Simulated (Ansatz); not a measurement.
Planning a run of Ansatz 0.2.0 on ReS2 (P-1). The input:

```yaml
crystal:
  lattice:
    - [6.2989537799, -0.00646894, -0.0061714448]
    - [3.087508251, 5.6095758075, 0.0084334608]
    - [0.112720449, 3.3474939886, 12.0062539056]
  atoms:
    - { symbol: Re, position: [0.1875100997, 0.0651749851, 0.2459762644] }
    - { symbol: Re, position: [0.3124637612, 0.434739391, 0.2540115758] }
    - { symbol: Re, position: [0.761731171, 0.0364124181, 0.2487564653] }
    - { symbol: Re, position: [0.6875362388, 0.565260609, 0.7459884242] }
    - { symbol: Re, position: [0.8124899003, 0.9348250149, 0.7540237356] }
    - { symbol: Re, position: [0.2617566349, 0.5364951982, 0.7487693656] }
    - { symbol: Re, position: [0.7382433651, 0.4635048018, 0.2512306344] }
    - { symbol: Re, position: [0.238268829, 0.9635875819, 0.7512435347] }
    - { symbol: S, position: [0.9062849715, 0.7128833878, 0.1521538372] }
    - { symbol: S, position: [0.6014588571, 0.7791565756, 0.8796751717] }
    - { symbol: S, position: [0.3640402707, 0.7527491867, 0.1385837188] }
    - { symbol: S, position: [0.1446811686, 0.7217048739, 0.8943923913] }
    - { symbol: S, position: [0.3553470861, 0.7783724024, 0.6056207948] }
    - { symbol: S, position: [0.135933882, 0.7471647778, 0.3614074152] }
    - { symbol: S, position: [0.6359597293, 0.2472508133, 0.8614162812] }
    - { symbol: S, position: [0.864066118, 0.2528352222, 0.6385925848] }
    - { symbol: S, position: [0.101423838, 0.2790806017, 0.3796591661] }
    - { symbol: S, position: [0.5936918728, 0.787028944, 0.3478334048] }
    - { symbol: S, position: [0.0937150285, 0.2871166122, 0.8478461628] }
    - { symbol: S, position: [0.4063081272, 0.212971056, 0.6521665952] }
    - { symbol: S, position: [0.8553188314, 0.2782951261, 0.1056076087] }
    - { symbol: S, position: [0.6446529139, 0.2216275976, 0.3943792052] }
    - { symbol: S, position: [0.3985411429, 0.2208434244, 0.1203248283] }
    - { symbol: S, position: [0.898576162, 0.7209193983, 0.6203408339] }
kpoints:
  mp_grid: { grid: [4, 4, 2] }
hamiltonian:
  xc: lda
scf:
  occupations: { method: fixed }
gw:
  n_empty_bands: 1266
  ecut_chi: 120.0
  qp_bands: [v4, c4]
  qp_kpoints: band_edges
  screening: { model: contour_deformation }
```

```sh
ansatz run input.yaml --threads 3 --pin off --max-ram 92160MiB --backend cuda --events-out ev --progress --plain --runs-dir out --devices 1 --max-vram 13GiB
```

Question: Estimate wall time and host memory on 1 × NVIDIA H100 80GB HBM3 (shared by 6 runs) with 3 threads of AMD EPYC 7R13 (Zen 3), shared host.

It took 6.8 min; on shared hardware allow 3.4 min to 14 min. Peak host memory was 10 GiB. The sizes that set the cost: 8317 plane waves a state, 20 irreducible k points, 1374 bands summed, 1261 plane waves in the screening and 9 SCF cycles.

The screening grows as filled bands × empty bands × pairs of k points, times the square of the screening basis for the matrix.

[Paths, hosts, dates, memory and timing lines, banners, echoed tables and standing remarks are left out of the program output.]

[Logs are printed without paths, hosts, clocks, repeated set-up lines and the standing remarks that a program may print on its own settings, such as how far it seeks lower states.]

[Runs of the session that timed out or met a known fault of the program may be left out.]

[Cells called generated may have been cut or substituted from an entry of the Crystallography Open Database or the Materials Project.]

[Hosts, paths, dates, database ids (printed as entryN), source tags and the programs' standing remarks are cut or masked in the printed files.]
